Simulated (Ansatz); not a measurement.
# Vibrations of species on Si(100)-2x1 dimers, part 2 of 3

Aim: bond lengths and vibrational modes of species bound on Si(100)-2x1 dimers.

Ansatz 0.2.0; DFT PBE, scalar-relativistic, plane waves, PAW; PAW set soft_1.

So far. Step 2 (Relaxation of the host): The forces vanish by symmetry. Step 3 (Letting the atoms settle: H and Cl on one dimer): The largest force component left on a free atom is 1.4 meV/Å.

**4. Force constants among chosen sites: H and Cl on one dimer**

Only 6 sites are displaced (4 Si, 1 H and 1 Cl), with their periodic images, and all others stay at rest. This gives the modes that are localised on these sites for less work than the whole matrix.

input.yaml reads:

```yaml
crystal:
  lattice:
    - [7.7354058354, 0.0, 0.0]
    - [0.0, 3.8677029177, 0.0]
    - [0.0, 0.0, 45.7065880558]
  atoms:
    - { symbol: Si, position: [0.0, 0.0, 0.1836612173] }
    - { symbol: Si, position: [0.5, 0.0, 0.1836612173] }
    - { symbol: Si, position: [0.25, 0.0, 0.2135788353] }
    - { symbol: Si, position: [0.75, 0.0, 0.2135788353] }
    - { symbol: Si, position: [0.2459626291, 0.5, 0.2433903335] }
    - { symbol: Si, position: [0.7541476188, 0.5, 0.2434129439] }
    - { symbol: Si, position: [7.064e-05, 0.5, 0.2750389661] }
    - { symbol: Si, position: [0.5000005704, 0.5, 0.2714676401] }
    - { symbol: Si, position: [0.0002088622, 0.0, 0.3058160674] }
    - { symbol: Si, position: [0.4985142847, 0.0, 0.3004717561] }
    - { symbol: Si, position: [0.2631518651, 0.0, 0.3333509099] }
    - { symbol: Si, position: [0.7361450421, 0.0, 0.3329787087] }
    - { symbol: Si, position: [0.3416516506, 0.5, 0.3600480506] }
    - { symbol: Si, position: [0.6545516109, 0.5, 0.3595578484] }
    - { symbol: H, position: [0.0, 0.317043, 0.1646851695] }
    - { symbol: H, position: [0.0, 0.682957, 0.1646851695] }
    - { symbol: H, position: [0.5, 0.317043, 0.1646851695] }
    - { symbol: H, position: [0.5, 0.682957, 0.1646851695] }
    - { symbol: H, position: [0.2765627726, 0.5, 0.3909495202] }
    - { symbol: Cl, position: [0.7533476424, 0.5, 0.4020663334] }
  periodic: [true, true, false]
kpoints:
  mp_grid: { grid: [4, 8, 1] }
hamiltonian:
  xc: pbe
  pseudopotentials: { kind: paw, azcp: { folder: soft_1 } }
scf:
  occupations: { method: gaussian, width: 0.03 }
output:
  eigenvalues: true
phonons:
  method: fd
  supercell: [1, 1, 1]
  displaced_sites: [10, 11, 12, 13, 18, 19]
  rigid_motions: translations
```

On the command line:

```console
$ ansatz run input.yaml --threads 8 --pin off --max-ram 20480MiB --backend cpu --events-out ev --progress --plain --runs-dir out
```

Numbers of over 12 decimals in the logs are rounded to 6 here.

The program printed:

```text
[...]
Crystal: 20 atoms, lattice volume = 1367.461 Å³
Basis set: ecut = 420 eV, 26825 PW (Γ), exchange–correlation on 108×54×640 points (8 copies of the dense FFT grid, shifted against one another)
Bands: 54, of which v1, the nominal top of the filled ones, is band 34 counted from 1 (33 counted from 0)
Symmetry: 2 space group operations
k-points: 15 of 32 (time reversal used)
[...]
SCF iter   1: F=—  HF=-10063.077222 eV  |F-HF|=—  |Δ(HF+E_count)|=         —  Δρ=2.80e-2  dr2=9.92e0  ethr=3.10e-3  ⟨swp⟩=11.8  Hψ=6264  notcnv=0  defer=58
[...]
SCF iter  16: F=-10060.306087 eV  HF=-10060.306087 eV  |F-HF|=1.82e-10  |Δ(HF+E_count)|=  4.15e-10  Δρ=3.67e-8  dr2=3.41e-11  ethr=1.00e-12  ⟨swp⟩=25.6  Hψ=7774  notcnv=0
SCF 1 converged in 16 iterations: F = -10060.306087 eV  dr2 = 3.41e-11
[...]
SCF iter  10: F=-10060.306047 eV  HF=-10060.306047 eV  |F-HF|=1.09e-10  |Δ(HF+E_count)|=  2.91e-11  Δρ=6.64e-9  dr2=9.85e-13  ethr=1.00e-12  ⟨swp⟩=8.3  Hψ=4146  notcnv=0
SCF 2 converged in 10 iterations: F = -10060.306047 eV  dr2 = 9.85e-13
[...]
SCF iter   9: F=-10060.306043 eV  HF=-10060.306043 eV  |F-HF|=7.28e-12  |Δ(HF+E_count)|=  5.09e-11  Δρ=4.88e-9  dr2=8.42e-13  ethr=1.00e-12  ⟨swp⟩=8.6  Hψ=4203  notcnv=0
SCF 3 converged in 9 iterations: F = -10060.306043 eV  dr2 = 8.42e-13
Symmetry: 1 space group operations
k-points: 18 of 32 (time reversal used)
[...]
SCF iter   9: F=-10060.306047 eV  HF=-10060.306047 eV  |F-HF|=8.73e-11  |Δ(HF+E_count)|=  9.09e-12  Δρ=9.71e-9  dr2=1.86e-12  ethr=1.00e-12  ⟨swp⟩=8.8  Hψ=5262  notcnv=0
SCF 4 converged in 9 iterations: F = -10060.306047 eV  dr2 = 1.86e-12
[...]
SCF iter   8: F=-10060.306047 eV  HF=-10060.306047 eV  |F-HF|=9.46e-11  |Δ(HF+E_count)|=  4.73e-11  Δρ=1.34e-8  dr2=1.28e-12  ethr=1.00e-12  ⟨swp⟩=7.8  Hψ=5471  notcnv=0
SCF 5 converged in 8 iterations: F = -10060.306047 eV  dr2 = 1.28e-12
[...]
SCF iter   9: F=-10060.306079 eV  HF=-10060.306079 eV  |F-HF|=1.09e-11  |Δ(HF+E_count)|=  4.55e-11  Δρ=9.79e-9  dr2=3.24e-12  ethr=1.00e-12  ⟨swp⟩=8.9  Hψ=4373  notcnv=0
SCF 6 converged in 9 iterations: F = -10060.306079 eV  dr2 = 3.24e-12
[...]
SCF iter   8: F=-10060.306077 eV  HF=-10060.306077 eV  |F-HF|=1.42e-10  |Δ(HF+E_count)|=  8.37e-11  Δρ=1.07e-8  dr2=1.24e-12  ethr=1.00e-12  ⟨swp⟩=8.5  Hψ=4222  notcnv=0
SCF 7 converged in 8 iterations: F = -10060.306077 eV  dr2 = 1.24e-12
[...]
SCF iter   9: F=-10060.306063 eV  HF=-10060.306063 eV  |F-HF|=1.42e-10  |Δ(HF+E_count)|=  2.73e-11  Δρ=1.08e-8  dr2=2.45e-12  ethr=1.00e-12  ⟨swp⟩=8.4  Hψ=5203  notcnv=0
SCF 8 converged in 9 iterations: F = -10060.306063 eV  dr2 = 2.45e-12
[...]
SCF iter   8: F=-10060.306061 eV  HF=-10060.306061 eV  |F-HF|=7.82e-11  |Δ(HF+E_count)|=  2.00e-11  Δρ=1.05e-8  dr2=1.56e-12  ethr=1.00e-12  ⟨swp⟩=8.4  Hψ=4972  notcnv=0
SCF 9 converged in 8 iterations: F = -10060.306061 eV  dr2 = 1.56e-12
[...]
SCF 10 converged in 10 iterations: F = -10060.306046 eV  dr2 = 1.02e-12
[...]
SCF 11 converged in 8 iterations: F = -10060.306050 eV  dr2 = 2.30e-12
[...]
SCF 12 converged in 9 iterations: F = -10060.306033 eV  dr2 = 5.69e-12
[...]
SCF 13 converged in 8 iterations: F = -10060.306032 eV  dr2 = 1.19e-12
[...]
SCF 14 converged in 9 iterations: F = -10060.306051 eV  dr2 = 4.50e-12
[...]
SCF 15 converged in 8 iterations: F = -10060.306044 eV  dr2 = 8.97e-13
[...]
SCF iter  10: F=-10060.306039 eV  HF=-10060.306039 eV  |F-HF|=1.27e-11  |Δ(HF+E_count)|=  1.82e-11  Δρ=7.51e-9  dr2=1.79e-12  ethr=1.00e-12  ⟨swp⟩=8.4  Hψ=5088  notcnv=0
SCF 16 converged in 10 iterations: F = -10060.306039 eV  dr2 = 1.79e-12
[...]
SCF iter   8: F=-10060.306036 eV  HF=-10060.306036 eV  |F-HF|=2.47e-10  |Δ(HF+E_count)|=  4.73e-11  Δρ=1.28e-8  dr2=1.25e-12  ethr=1.00e-12  ⟨swp⟩=7.8  Hψ=5436  notcnv=0
SCF 17 converged in 8 iterations: F = -10060.306036 eV  dr2 = 1.25e-12
[...]
SCF iter  10: F=-10060.306041 eV  HF=-10060.306041 eV  |F-HF|=0.00e0  |Δ(HF+E_count)|=  4.91e-11  Δρ=9.89e-9  dr2=1.82e-12  ethr=1.00e-12  ⟨swp⟩=7.9  Hψ=4551  notcnv=0
SCF 18 converged in 10 iterations: F = -10060.306041 eV  dr2 = 1.82e-12
[...]
SCF iter   9: F=-10060.306046 eV  HF=-10060.306046 eV  |F-HF|=9.09e-11  |Δ(HF+E_count)|=  8.55e-11  Δρ=6.28e-9  dr2=1.18e-12  ethr=1.00e-12  ⟨swp⟩=8.7  Hψ=4249  notcnv=0
SCF 19 converged in 9 iterations: F = -10060.306046 eV  dr2 = 1.18e-12
[...]
SCF iter   9: F=-10060.306047 eV  HF=-10060.306047 eV  |F-HF|=1.31e-10  |Δ(HF+E_count)|=  5.64e-11  Δρ=9.58e-9  dr2=1.92e-12  ethr=1.00e-12  ⟨swp⟩=8.7  Hψ=5255  notcnv=0
SCF 20 converged in 9 iterations: F = -10060.306047 eV  dr2 = 1.92e-12
[...]
SCF iter   8: F=-10060.306049 eV  HF=-10060.306049 eV  |F-HF|=7.64e-11  |Δ(HF+E_count)|=  9.64e-11  Δρ=1.24e-8  dr2=1.33e-12  ethr=1.00e-12  ⟨swp⟩=7.8  Hψ=5382  notcnv=0
SCF 21 converged in 8 iterations: F = -10060.306049 eV  dr2 = 1.33e-12
[...]
SCF iter  10: F=-10060.306077 eV  HF=-10060.306077 eV  |F-HF|=2.18e-11  |Δ(HF+E_count)|=  9.09e-11  Δρ=7.10e-9  dr2=8.18e-13  ethr=1.00e-12  ⟨swp⟩=7.1  Hψ=3443  notcnv=0
SCF 22 converged in 10 iterations: F = -10060.306077 eV  dr2 = 8.18e-13
[...]
SCF iter   8: F=-10060.306079 eV  HF=-10060.306079 eV  |F-HF|=9.09e-12  |Δ(HF+E_count)|=  7.09e-11  Δρ=1.76e-8  dr2=3.08e-12  ethr=1.00e-12  ⟨swp⟩=7.9  Hψ=4458  notcnv=0
SCF 23 converged in 8 iterations: F = -10060.306079 eV  dr2 = 3.08e-12
[...]
SCF iter  10: F=-10060.306065 eV  HF=-10060.306065 eV  |F-HF|=1.31e-10  |Δ(HF+E_count)|=  1.86e-10  Δρ=7.65e-9  dr2=1.22e-12  ethr=1.00e-12  ⟨swp⟩=7.2  Hψ=4214  notcnv=0
SCF 24 converged in 10 iterations: F = -10060.306065 eV  dr2 = 1.22e-12
[...]
SCF iter   9: F=-10060.306064 eV  HF=-10060.306064 eV  |F-HF|=1.24e-10  |Δ(HF+E_count)|=  2.55e-11  Δρ=7.56e-9  dr2=6.29e-13  ethr=1.00e-12  ⟨swp⟩=8.2  Hψ=4870  notcnv=0
SCF 25 converged in 9 iterations: F = -10060.306064 eV  dr2 = 6.29e-13
SCF converged after 16 iterations
Free energy (F): -10060.306087 eV
[...]
Internal energy: -10060.306087 eV  (E = F + TS)
E sigma→0 (E₀):  -10060.306087 eV
Fermi energy:    -4.716810 eV
[...]
--- Forces (eV/Å), atoms counted from 1 ---
  atom   1  Si     0.00282151     0.00000000     0.08695785
  atom   2  Si    -0.00246981     0.00000000     0.18502798
  atom   3  Si    -0.22536873     0.00000000    -0.16109402
  atom   4  Si     0.22350469     0.00000000    -0.15025612
  atom   5  Si     0.00054609     0.00000000    -0.00040074
  atom   6  Si     0.00020124     0.00000000     0.00043172
  atom   7  Si     0.00033691     0.00000000     0.00007210
  atom   8  Si    -0.00097947     0.00000000    -0.00058464
  atom   9  Si    -0.00038041     0.00000000    -0.00063532
  atom  10  Si     0.00111484     0.00000000    -0.00102194
  atom  11  Si     0.00081528     0.00000000     0.00023213
  atom  12  Si    -0.00097712     0.00000000    -0.00049823
  atom  13  Si    -0.00060111     0.00000000     0.00028648
  atom  14  Si     0.00135493     0.00000000     0.00076251
  atom  15  H     -0.00061515    -0.58647067    -0.00063329
  atom  16  H     -0.00061515     0.58647067    -0.00063329
  atom  17  H      0.00066352    -0.57800405     0.02064195
  atom  18  H      0.00066352     0.57800405     0.02064195
  atom  19  H      0.00036339     0.00000000     0.00059691
  atom  20  Cl    -0.00037870     0.00000000     0.00010366
  max |Σ_I F_I| component: 2.35e-6 eV/Å
--- Band table (eV; the first three rows and the last of 15) ---
  k-point 0: bands = [... 30 lower, -5.7565, -5.6766, -5.4972, -5.3700, -4.1427, -3.9035, -3.4713, -2.9759, ... 16 higher]
  k-point 1: bands = [... 30 lower, -6.2726, -6.0096, -5.5991, -5.4859, -3.7339, -3.1600, -2.9111, -2.5083, ... 16 higher]
  k-point 2: bands = [... 30 lower, -6.3293, -6.2464, -5.9432, -5.5196, -3.3535, -2.9822, -2.9316, -2.8184, ... 16 higher]
  k-point 14: bands = [... 30 lower, -6.9811, -6.9230, -6.7888, -6.6684, -3.3312, -3.2690, -3.2236, -2.9440, ... 16 higher]
  ° read free of the cell's end (the report's vacuum.weakly_bound_levels)
--- Phonons: 24 displaced members + reference (amplitude 0.0025 Å, Σ member SCF iterations 213) ---
  symmetry images taken by strict's conditions (phonons.symmetry_images: auto; settled by no image being taken that strict refuses)
  force constants formed among 6 of 20 sites (Si 10, Si 11, Si 12, Si 13, H 18, Cl 19); the other 14 at rest. The modes move the named sites alone.
  the frequencies, the zero-point energy and the sums are of the block with the acoustic sum rule laid on its rows. Row sums over every site: 3.8e-4 eV/Å² at the most
  transpose residual: 1.4e-4 eV/Å²
  largest component of a force at the reference: 1.4e-3 eV/Å on a named site, 5.9e-1 eV/Å on a site at rest
  frequencies among the named sites at Γ of the cell (cm⁻¹): 62.14 66.17 96.34 126.73 133.07 158.69 199.17 330.45 343.33 351.92 429.29 451.66 454.57 477.73 530.78 593.13 596.00 2125.58
  unstable modes among the named sites: 0
  frequencies as built, with no sum rule (cm⁻¹): 62.15 66.15 96.34 126.73 133.08 158.69 199.18 330.45 343.33 351.93 429.29 451.66 454.57 477.73 530.78 593.15 596.02 2125.59
  zero-point energy: 0.466599 eV/cell   skipped modes (ω ≤ 0): 0
  not written: the harmonic force-constant file, the file of eigenvectors (these modes' are written with the force constants), the density of states and the dispersion, which are of every site
```

Run time: 11 min. Hardware: 8 threads of Arm Neoverse N1, shared host; peak memory 3.7 GiB.

The column dr2 measures how far the density is from self-consistency, as an energy; F and HF (Harris–Foulkes) agree once it is small.

The other atoms of the cell are at rest; shares are of the kinetic energy, a minus sign marks an imaginary mode, and where like sites share a mode the one named is one choice of several. Modes of the displaced sites:

| mode | frequency (cm⁻¹) | share of Si (%) | share of H (%) | share of Cl (%) | site with the largest share | its share (%) |
| --- | --- | --- | --- | --- | --- | --- |
| 1 | 62.1 | 8 | 0 | 92 | Cl20 | 92 |
| 2 | 66.2 | 18 | 0 | 82 | Cl20 | 82 |
| 3 | 96.3 | 86 | 0 | 14 | Si13 | 30 |
| 4 | 126.7 | 96 | 0 | 4 | Si12 | 28 |
| 5 | 133.1 | 50 | 0 | 50 | Cl20 | 50 |
| 6 | 158.7 | 90 | 3 | 7 | Si13 | 44 |
| 7 | 199.2 | 92 | 3 | 4 | Si13 | 55 |
| 8 | 330.4 | 93 | 0 | 7 | Si12 | 41 |
| 9 | 343.3 | 100 | 0 | 0 | Si12 | 63 |
| 10 | 351.9 | 93 | 3 | 4 | Si12 | 33 |
| 11 | 429.3 | 97 | 1 | 3 | Si11 | 42 |
| 12 | 451.7 | 95 | 3 | 2 | Si14 | 28 |
| 13 | 454.6 | 92 | 8 | 0 | Si11 | 42 |
| 14 | 477.7 | 97 | 3 | 0 | Si14 | 41 |
| 15 | 530.8 | 60 | 12 | 28 | Si14 | 53 |
| 16 | 593.1 | 11 | 89 | 0 | H19 | 89 |
| 17 | 596.0 | 19 | 78 | 2 | H19 | 78 |
| 18 | 2125.6 | 3 | 97 | 0 | H19 | 97 |

The same force constants with another mass on the added atoms, against the natural mean mass; listed are the real modes with at least half of their motion on these atoms, followed through small steps of mass, less those that pass through avoided crossings, where the squared overlap of new and old mass-weighted patterns is under 0.8. Modes after a change of mass:

| substitution | mode | frequency (cm⁻¹) | after (cm⁻¹) | ratio |
| --- | --- | --- | --- | --- |
| D for H | 18 | 2125.6 | 1529.3 | 1.39 |
| 37Cl | 1 | 62.1 | 60.9 | 1.02 |
| 37Cl | 2 | 66.2 | 65.0 | 1.018 |

The highest mode of the block lies at 2125.6 cm⁻¹; the acoustic sum rule moved it by 0.0 cm⁻¹.

**5. Relaxation in the fixed cell: H and F on one dimer**

The slab carries H and F on one dimer. Its plane takes the lattice constant of the bulk relaxed at this level. The lowest layers and the H atoms that close the back face are held, and the other atoms relax. The program lengthens the typed cell of 25.6 Å along the normal to 44.9 Å, as its cut-off of the electrostatics needs, and moves no atom.

System of this step: H and F on one dimer on Si(100)-2x1 dimers. The cell holds 20 atoms: 14 Si, 5 H and 1 F. Cell: a = 7.735 Å, b = 3.868 Å, c = 44.947 Å, α = 90.0°, β = 90.0°, γ = 90.0°. It derives from Si. Vacuum lies along c.

input.yaml reads:

```yaml
crystal:
  lattice:
    - [7.7354058354, 0.0, 0.0]
    - [0.0, 3.8677029177, 0.0]
    - [0.0, 0.0, 25.6278963474]
  atoms:
    - { symbol: Si, position: [0.0, 0.0, 0.327554] }
    - { symbol: Si, position: [0.5, 0.0, 0.327554] }
    - { symbol: Si, position: [0.25, 0.0, 0.380912] }
    - { symbol: Si, position: [0.75, 0.0, 0.380912] }
    - { symbol: Si, position: [0.25, 0.5, 0.434269] }
    - { symbol: Si, position: [0.75, 0.5, 0.434269] }
    - { symbol: Si, position: [0.0, 0.5, 0.487627] }
    - { symbol: Si, position: [0.5, 0.5, 0.487627] }
    - { symbol: Si, position: [0.0, 0.0, 0.540984] }
    - { symbol: Si, position: [0.5, 0.0, 0.540984] }
    - { symbol: Si, position: [0.25, 0.0, 0.594342] }
    - { symbol: Si, position: [0.75, 0.0, 0.594342] }
    - { symbol: Si, position: [0.346175, 0.5, 0.641825] }
    - { symbol: Si, position: [0.653825, 0.5, 0.641825] }
    - { symbol: H, position: [0.0, 0.317043, 0.293711] }
    - { symbol: H, position: [0.0, 0.682957, 0.293711] }
    - { symbol: H, position: [0.5, 0.317043, 0.293711] }
    - { symbol: H, position: [0.5, 0.682957, 0.293711] }
    - { symbol: H, position: [0.285213, 0.5, 0.695545] }
    - { symbol: F, position: [0.726979, 0.5, 0.706289] }
  periodic: [true, true, false]
kpoints:
  mp_grid: { grid: [4, 8, 1] }
hamiltonian:
  xc: pbe
  pseudopotentials: { kind: paw, azcp: { folder: soft_1 } }
scf:
  occupations: { method: gaussian, width: 0.03 }
output:
  forces: true
  eigenvalues: true
relax:
  adjacent_minimum: "off"
  f_tol: 0.003
  max_steps: 120
  constraints: [{ sites: [0, 1, 2, 3, 14, 15, 16, 17] }]
```

The program printed:

```text
[...]
Crystal: 20 atoms, lattice volume = 1344.736 Å³
Basis set: ecut = 420 eV, 26403 PW (Γ), exchange–correlation on 108×54×640 points (8 copies of the dense FFT grid, shifted against one another)
Bands: 54, of which v1, the nominal top of the filled ones, is band 34 counted from 1 (33 counted from 0)
Symmetry: 2 space group operations
[...]
k-points: 15 of 32 (time reversal used)
[...]
- { symbol: Si, position: [0.736516, 0.0, 0.338724] }
    - { symbol: Si, position: [0.339847, 0.5, 0.366085] }
    - { symbol: Si, position: [0.652846, 0.5, 0.365500] }
    - { symbol: H, position: [0.0, 0.317043, 0.167468] }
    - { symbol: H, position: [0.0, 0.682957, 0.167468] }
    - { symbol: H, position: [0.5, 0.317043, 0.167468] }
    - { symbol: H, position: [0.5, 0.682957, 0.167468] }
    - { symbol: H, position: [0.274220, 0.5, 0.397491] }
    - { symbol: F, position: [0.728866, 0.5, 0.399291] }
[key lines of the parts left out:]
SCF converged after 7 iterations
Free energy (F): -9788.505721 eV
Fermi energy:    -4.788936 eV
```

It took 3.6 min on 8 threads; peak memory 3.3 GiB; 28 min of CPU time.

(Part 2 of 3 ends here.)

[Logs are printed without paths, hosts, clocks, repeated set-up lines and the standing remarks that a program may print on its own settings, such as how far it seeks lower states.]

[Hosts, paths, dates, database ids (printed as entryN), source tags and the programs' standing remarks are cut or masked in the printed files.]
